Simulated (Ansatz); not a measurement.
# Where V_Al-O_N puts its levels in the gap of AlN (F-43m), part 2 of 2

Wanted: the transition levels of a complex in AlN (F-43m), from a cell of 54 host atoms with 1 site emptied and O put on another atom's site.

Ansatz; place-levels on r2SCAN runs: charge-transition levels and formation energies with image-charge correction and potential alignment at the atomic sites; PAW set soft_1.

So far: Starting point; What was run first; Placing the levels, r2SCAN.

### 3. Placing the levels, r2SCAN (continued)

Levels between the charges placed, in eV above the valence top:

```csv
,gap (eV),(+1/0),(0/−1),(−1/−2),(−2/−3)
r2SCAN,3.92,0.75,1.80,2.50,4.75
```

Corrections by state:

```csv
charge,moment (μB),image terms and alignment (eV),band filling (eV),ε used,"over the lowest of its charge, as the program ranks them, band filling apart (eV)"
+1,1.0,-0.111,-,8.51,0.000
0,2.0,0.000,-,-,0.000
−1,1.0,0.674,-,8.51,0.000
−2,0.0,1.882,-,8.51,0.000
−3,1.0,3.412,-1.107,8.51,0.000
0,0.0,0.000,-,-,0.669
−2,2.0,1.789,-,8.51,2.944
```

The charged structures listed were also run neutral, and place-levels reads from each pair, by the potential or the spins, how wide the charge is by which they differ; that can be the carrier of either run.

```
charge  rms radius (Å)  spread where it is widest against the cell (Å)  wide from (Å)  reading
    +1             1.2                                            0.90           1.31   narrow
    −1             2.1                                            1.65           1.31     wide
    −2             2.1                                            1.50           1.31     wide
    −3             2.7                                            1.65           1.31     wide
```

The neutral runs of these pairs need not share the spin of the lowest neutral state, and very wide values only mean spread over the cell.

From the program's caveats on the states, each cut to its opening words:

- charge +1 (1 μB), 0 (2 μB), −1 (1 μB), −3 (1 μB), −2 (2 μB): flagged: stability check not made
- charge −1 (1 μB): it parts from the run at its places by a charge that spreads by about 1.7 Å along one vector (1.3 Å or more is wide), by its potential at epsilon 4.64, taken [...]
- charge −1 (1 μB): the host's ions (past the first shell or, of a walk that freed a part, those that it held) aren't shown at rest: they stand up to 0.059 Å off their sites, 0.80 [...]
- charge −1 (1 μB): the far atoms show a dipole or second moment of the defect's charge, for which the correction takes or leaves out 0.381 eV: further moments aren't read, and [...]
- charge −1 (1 μB): its displacements don't fall off away from the defect: farther atoms stand 0.012 Å off the host's places
- charge −2: it parts from the run at its places by a charge that spreads by about 1.5 Å along one vector (1.3 Å or more is wide), by its potential at epsilon 4.64, taken [...]
- charge −2: its alignment with the host at atomic sites is doubtful: the mean over the far sites moves by +0.0611 eV from their farther parts to their nearer, more than [...]
- charge −2: the far atoms show a dipole or second moment of the defect's charge, for which the correction takes or leaves out 1.11 eV: further moments aren't read, and the [...]
- charge −2, −3 (1 μB): its displacements don't fall off away from the defect: farther atoms stand 0.018 Å off the host's places
- charge −3 (1 μB): it parts from the run at its places by a charge that spreads by about 1.6 Å along one vector (1.3 Å or more is wide), by its potential at epsilon 4.64, taken [...]
- charge −3 (1 μB): a band-filling correction moves a carrier to the host's band edge, which changes its energy by -1.107 eV
- charge −3 (1 μB): its alignment with the host at atomic sites is doubtful: the mean over the far sites moves by +0.0615 eV from their farther parts to their nearer, more than [...]
- charge −3 (1 μB): the host's ions (past the first shell or, of a walk that freed a part, those that it held) aren't shown at rest: they stand up to 0.124 Å off their sites, 0.49 [...]
- charge −3 (1 μB): the far atoms show a dipole or second moment of the defect's charge, for which the correction takes or leaves out 0.809 eV: further moments aren't read, and [...]

The host's formation energy from the elements is -1.603 eV per atom; it sets how far the chemical potentials can move.

Limit set by the element alone; other compounds of these elements are not counted. Chemical potentials from the elements' reference states: Al 0.00 eV, N -3.21 eV, O 0.00 eV. Formation energies (Al-rich), with the Fermi level at the valence top and at the conduction bottom (gap 3.92 eV):

```csv
charge,at valence top (eV),at conduction bottom (eV),correction included (eV)
+1,0.60,4.52,-0.11
0,1.35,1.35,0.00
−1,3.15,-0.77,0.67
−2,5.65,-2.19,1.88
−3,10.40,-1.36,2.30
```

```csv
Fermi level (eV),lowest formation energy (eV)
0.00,0.60
0.36,0.96
0.71,1.31
1.07,1.35
1.42,1.35
1.78,1.35
2.14,1.01
2.49,0.66
2.85,-0.05
3.21,-0.76
3.56,-1.47
3.92,-2.19
```

Limit set by the element alone; other compounds of these elements are not counted. Chemical potentials from the elements' reference states: N 0.00 eV, Al -3.21 eV, O 0.00 eV. Formation energies (N-rich), with the Fermi level at the valence top and at the conduction bottom (gap 3.92 eV):

```csv
charge,at valence top (eV),at conduction bottom (eV),correction included (eV)
+1,0.60,4.52,-0.11
0,1.35,1.35,0.00
−1,3.15,-0.77,0.67
−2,5.65,-2.19,1.88
−3,10.40,-1.36,2.30
```

| Fermi level (eV) | lowest formation energy (eV) |
| --- | --- |
| 0.00 | 0.60 |
| 0.36 | 0.96 |
| 0.71 | 1.31 |
| 1.07 | 1.35 |
| 1.42 | 1.35 |
| 1.78 | 1.35 |
| 2.14 | 1.01 |
| 2.49 | 0.66 |
| 2.85 | -0.05 |
| 3.21 | -0.76 |
| 3.56 | -1.47 |
| 3.92 | -2.19 |

### 4. Effect of the sampling

The relaxations' own energies give the levels at their sampling, for comparison.

File levels.relax_mesh.yaml:

```yaml
host:
  run: host.relax.run
states: [qm3_M1.relax.run, qm2.relax.run, qm2_M2.relax.run, qm1_M1.relax.run, q0.relax.run, q0_M2.relax.run, qp1_M1.relax.run]
chemical_potentials:
  Al:
    energy: -540.418346
    dataset: <sha256 of the dataset>
  "N":
    energy: -384.814403
    dataset: "<sha256 of the dataset>"
  O:
    energy: -565.989614
    dataset: <sha256 of the dataset>
```

Command:

```sh
$ ansatz place-levels levels.relax_mesh.yaml -- --threads 4 --pin off --max-ram 7536MiB
```

Output:

```text
(+1/0) 0.686 eV above the valence edge, 3.184 eV under the conduction edge
(0/-1) 1.875 eV above the valence edge, 1.996 eV under the conduction edge
(-1/-2) 2.593 eV above the valence edge, 1.277 eV under the conduction edge
[...]
formation energy of charge +1: +3.428 eV with the Fermi level at the valence edge
formation energy of charge 0: +4.114 eV with the Fermi level at the valence edge
formation energy of charge -1: +5.989 eV with the Fermi level at the valence edge
formation energy of charge -2: +8.582 eV with the Fermi level at the valence edge
formation energy of charge -3: +13.230 eV with the Fermi level at the valence edge
  edges by r2scan, gap 3.870 eV; the host is sampled to repeats of 9.27 Å
[... the lines on each state left out ...]
```

Run time: 0.22 s. Hardware: 4 threads of Arm Neoverse V1, shared host.

Levels between neighbouring charges, in eV above the valence top:

|  | gap (eV) | (+1/0) | (0/−1) | (−1/−2) | (−2/−3) |
| --- | --- | --- | --- | --- | --- |
| one point at (¼, ¼, ¼) | 3.87 | 0.69 | 1.87 | 2.59 | 4.65 |
| a 2×2×2 shifted mesh | 3.92 | 0.75 | 1.80 | 2.50 | 4.75 |

Going from one point at (¼, ¼, ¼) to a 2×2×2 shifted mesh moves the levels that carry no band-filling term by up to 0.09 eV and formation energies against the elements by up to 0.44 eV; band-filling terms, which differ between samplings, are in these energies.

### 5. Summary of results

```json
{
  "gap of the host": "3.92 eV (r2SCAN)",
  "level (plus 1/0)": "0.75 eV above the valence top",
  "level (0/minus 1)": "1.80 eV above the valence top",
  "level (minus 1/minus 2)": "2.50 eV above the valence top",
  "level (minus 2/minus 3)": "4.75 eV above the valence top, past the conduction bottom (5.85 eV above the valence top without the band-filling term)",
  "lowest of the charges placed, just above the valence top (0.02 eV)": "+1",
  "lowest of the charges placed, just below the conduction bottom (0.02 eV)": "−2",
  "lowest formation energy at mid-gap of the charges run, Al-rich": "1.19 eV",
  "lowest formation energy at mid-gap of the charges run, N-rich": "1.19 eV"
}
```

Of the charges placed (−3, −2, −1, 0 and +1), the lowest changes at 0.75 eV (+1/0), 1.80 eV (0/−1) and 2.50 eV (−1/−2) above the valence top, in a gap of 3.92 eV. Charges above +1 were not placed, so these runs say nothing of levels that involve them. States placed: +1 at 1 μB; 0 at 2 μB and 0 μB; −1 at 1 μB; −2 at 0 μB and 2 μB; −3 at 1 μB. Other spin states or structures, where not listed, weren't placed. The program finds carriers beyond a band edge of the host and adds a band-filling term at charge −3 (-1.11 eV); steps to such a charge show no bound level, and a defect level inside a band would be read the same way. Corrections reach 3.4 eV, so the cell is small for these charges and their levels are rough. O is taken at its element; compounds, which aren't counted here, bound the chemical potentials and would shift these formation energies. Going from one point at (¼, ¼, ¼) to a 2×2×2 shifted mesh moves the levels that carry no band-filling term by up to 0.09 eV and formation energies against the elements by up to 0.44 eV; band-filling terms, which differ between samplings, are in these energies. The program doubts the alignment of potentials for at least one state, a sign that the cell is small. Limits: r2SCAN makes the gap too small and tends to spread out bound carriers; where a gas molecule sets a chemical potential or the host's formation energy, its binding is uncorrected; force components of up to 0.37 eV/Å remain in a run at the final settings.

[Logs are printed without paths, hosts, clocks, repeated set-up lines and the standing remarks that a program may print on its own settings, such as how far it seeks lower states.]

[Hosts, paths, dates, database ids (printed as entryN), source tags and the programs' standing remarks are cut or masked in the printed files.]

[Where a table of states has a column of steps, it counts the stored structures, which are thinned; the runs took as many ionic steps or more.]

[A defect's name tells the site on which it was built; relaxed atoms can leave that site.]

[For some hosts the program warned that the k-mesh of the response run may be too coarse for force constants and the static dielectric constant; such warnings are not shown here.]
